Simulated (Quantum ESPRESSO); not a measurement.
## CeO2 (Fm-3m): a worked LO-TO splitting

How high does the longitudinal optical mode of CeO2 (Fm-3m) lie, given the transverse one, the Born charge and ε∞?

Main program and level: Quantum ESPRESSO 7.5; DFT LDA, scalar-relativistic, plane waves, JTH PAW pseudopotentials.

### Step 1. The relaxed structure

Symmetry: Fm-3m, No. 225, cubic system. Conventional cell: a = 5.387 Å, b = 5.387 Å, c = 5.387 Å, α = 90.00°, β = 90.00°, γ = 90.00°. Ce has 8 O at 2.33 Å nearest. Nearest to O lie 4 Ce at 2.33 Å. Farther neighbours and most contacts between anions are not listed.

This is the cell after its relaxation at this level of theory, not the database cell from which that began.

### Step 2. What the response run gave

A linear-response run on the relaxed cell, with the response to an electric field; only its zone-centre results are used. Cutoff 50 Ry, k mesh 8×8×8.

Log:

```text
[banners, grids, parts of the stress and lines that vanish by symmetry left out]
Program PHONON v.7.5
     Reading xml data from directory:

[...]
Exchange-correlation= PW
                           (   1   4   0   0   0   0   0)
[...]
kinetic-energy cut-off    =      50.0000  Ry
     charge density cut-off    =     250.0000  Ry
     convergence threshold     =      1.0E-18
[...]
Exchange-correlation= PW
                           (   1   4   0   0   0   0   0)
[...]
q = (   0.0000000   0.0000000   0.0000000 )
     49 Sym.Ops. (with q -> -q+G )
     G cutoff =  328.1287  (  17573 G-vectors)     FFT grid: ( 40, 40, 40)
     G cutoff =  262.5030  (  12627 G-vectors)  smooth grid: ( 36, 36, 36)
     number of k points=    29
[...]
Mode symmetry, O_h (m-3m)  point group:
[...]
Dielectric constant
[...]
End of electric fields calculation
          Dielectric constant in cartesian axis
          (       7.933775803      -0.000000000      -0.000000000 )
          (      -0.000000000       7.933775803       0.000000000 )
          (      -0.000000000      -0.000000000       7.933775803 )
          Effective charges (d Force / dE) in cartesian axis without acoustic sum rule applied (asr)
           atom    1  Ce    Mean Z*:        5.76451
      Ex  (        5.76451       -0.00000        0.00000 )
      Ey  (       -0.00000        5.76451       -0.00000 )
      Ez  (        0.00000       -0.00000        5.76451 )
           atom    2  O     Mean Z*:       -2.88139
      Ex  (       -2.88139        0.00000       -0.00000 )
      Ey  (        0.00000       -2.88139        0.00000 )
      Ez  (       -0.00000        0.00000       -2.88139 )
           atom    3  O     Mean Z*:       -2.88139
      Ex  (       -2.88139        0.00000        0.00000 )
      Ey  (        0.00000       -2.88139       -0.00000 )
      Ez  (        0.00000       -0.00000       -2.88139 )
          Effective charges Sum: Mean:        0.00174
[...]
Effective charges (d Force / dE) in cartesian axis with asr applied:
           atom    1  Ce    Mean Z*:        5.76393
[...]
atom    2  O     Mean Z*:       -2.88196
[...]
atom    3  O     Mean Z*:       -2.88196
[...]
Representation #   1 modes #   1   2   3
[...]
End of self-consistent calculation
     Convergence has been achieved
     Representation #   2 modes #   4   5   6
[...]
End of self-consistent calculation
     Convergence has been achieved
     Representation #   3 modes #   7   8   9
[...]
End of self-consistent calculation
     Convergence has been achieved
[...]
Dielectric constant in cartesian axis
          (       7.933775803      -0.000000000      -0.000000000 )
          (      -0.000000000       7.933775803       0.000000000 )
          (      -0.000000000      -0.000000000       7.933775803 )
          Effective charges (d Force / dE) in cartesian axis without acoustic sum rule applied (asr)
           atom    1  Ce    Mean Z*:        5.76451
      Ex  (        5.76451       -0.00000        0.00000 )
      Ey  (       -0.00000        5.76451       -0.00000 )
      Ez  (        0.00000       -0.00000        5.76451 )
           atom    2  O     Mean Z*:       -2.88139
      Ex  (       -2.88139        0.00000       -0.00000 )
      Ey  (        0.00000       -2.88139        0.00000 )
      Ez  (       -0.00000        0.00000       -2.88139 )
           atom    3  O     Mean Z*:       -2.88139
      Ex  (       -2.88139        0.00000        0.00000 )
      Ey  (        0.00000       -2.88139       -0.00000 )
      Ez  (        0.00000       -0.00000       -2.88139 )
          Effective charges Sum: Mean:        0.00174
[...]
Effective charges (d Force / dE) in cartesian axis with asr applied:
           atom    1  Ce    Mean Z*:        5.76393
[...]
atom    2  O     Mean Z*:       -2.88196
[...]
atom    3  O     Mean Z*:       -2.88196
[...]
q = (    0.000000000   0.000000000   0.000000000 )
[...]
freq (    1) =      -0.020036 [THz] =      -0.668319 [cm-1]
     freq (    2) =      -0.020036 [THz] =      -0.668319 [cm-1]
     freq (    3) =      -0.020036 [THz] =      -0.668319 [cm-1]
     freq (    4) =       9.001209 [THz] =     300.247999 [cm-1]
     freq (    5) =       9.001209 [THz] =     300.247999 [cm-1]
     freq (    6) =       9.001209 [THz] =     300.247999 [cm-1]
     freq (    7) =      13.335439 [THz] =     444.822373 [cm-1]
     freq (    8) =      13.335439 [THz] =     444.822373 [cm-1]
     freq (    9) =      13.335439 [THz] =     444.822373 [cm-1]
[...]
Mode symmetry, O_h (m-3m)  point group:
     freq (   1-   3) =         -0.7  [cm-1]   --> T_1u G_15  G_4- I
     freq (   4-   6) =        300.2  [cm-1]   --> T_1u G_15  G_4- I
     freq (   7-   9) =        444.8  [cm-1]   --> T_2g G_25' G_5+ R

   JOB DONE.
```

```tsv
quantity	value
cell volume Ω (Å³)	39.083
mass of Ce (u)	140.116
mass of O (u)	15.999
Born charge of Ce, raw (e)	5.765
Born charge of O, raw (e)	-2.881
ε∞	7.934
ω(TO) after the sum rule (cm⁻¹)	300.2
```

### Step 3. The calculation

The charges must sum to zero over the cell; taking off their mean, 0.001 e, leaves Z* = 5.764 e on Ce. In the polar mode Ce moves against the two O, so the reduced mass is μ = 140.12 × 32.00 / 172.11 = 26.049 u.

A longitudinal wave builds up a field that adds to the restoring force: ω(LO)² = ω(TO)² + 4π Z*² / (μ Ω ε∞), in Hartree atomic units. With μ = 47485 electron masses and Ω = 263.74 bohr³ the second term is 4.2018e-06 Ha², or 202395 cm⁻² (1 Ha = 219474.6 cm⁻¹).

So ω(LO) = √(90150 + 202395) = 540.9 cm⁻¹, and by the Lyddane-Sachs-Teller relation ε₀ = ε∞ (ω(LO)/ω(TO))² = 25.75.

### Step 4. Check against the program

The analysis program adds the same non-analytic term to the full matrix, here for q along (1 0 0).

Log:

```text
[banners, grids, parts of the stress and lines that vanish by symmetry left out]
[banner, memory and clock lines left out]
Program DYNMAT v.7.5

     Reading Dynamical Matrix from file g.dyn
     ...Force constants read
     ...epsilon and Z* read

     Polarizability (A^3 units)
     multiply by 0.302000 for Clausius-Mossotti correction
        21.564742   -0.000000   -0.000000
        -0.000000   21.564742   -0.000000
        -0.000000    0.000000   21.564742

     IR activities are in (D/A)^2/amu units

# mode   [cm-1]    [THz]      IR
    1     -0.00   -0.0000    0.0000
    2      0.00    0.0000    0.0000
[...]
8    444.83   13.3355    0.0000
    9    540.88   16.2150   29.4246

[end of the log left out, with the tail of the file of modes that dynmat.x writes under the same name]
```

ε₀ comes from the program's run without a direction of q.

```tsv
quantity	by hand	program
ω(LO) (cm⁻¹)	540.9	540.9
ε₀	25.75	25.75
```

### Step 5. Results

```json
{
 "TO mode": "300.2 cm⁻¹",
 "LO mode": "540.9 cm⁻¹",
 "static dielectric constant": "25.75"
}
```

**Reading.** The LO mode of CeO2 (Fm-3m) lies at 541 cm⁻¹, 241 cm⁻¹ above the TO mode; the formula meets the program within 0.1 cm⁻¹, as it must for a cubic crystal with one polar mode. ω(LO)² − ω(TO)² goes with Z*²/ε∞: an error of 5 % in ε∞ would move the LO mode by 9.0 cm⁻¹, and semilocal functionals tend to overestimate ε∞. These are harmonic values at zero temperature, at the volume of this functional, for the structure held cubic; stability elsewhere in the zone is no part of this calculation.

[Host names and launcher messages were left out of these logs when they were recorded.]

[Logs are printed without paths, hosts, clocks, repeated set-up lines and the standing remarks that a program may print on its own settings, such as how far it seeks lower states.]

[Hosts, paths, dates, database ids (printed as entryN), source tags and the programs' standing remarks are cut or masked in the printed files.]
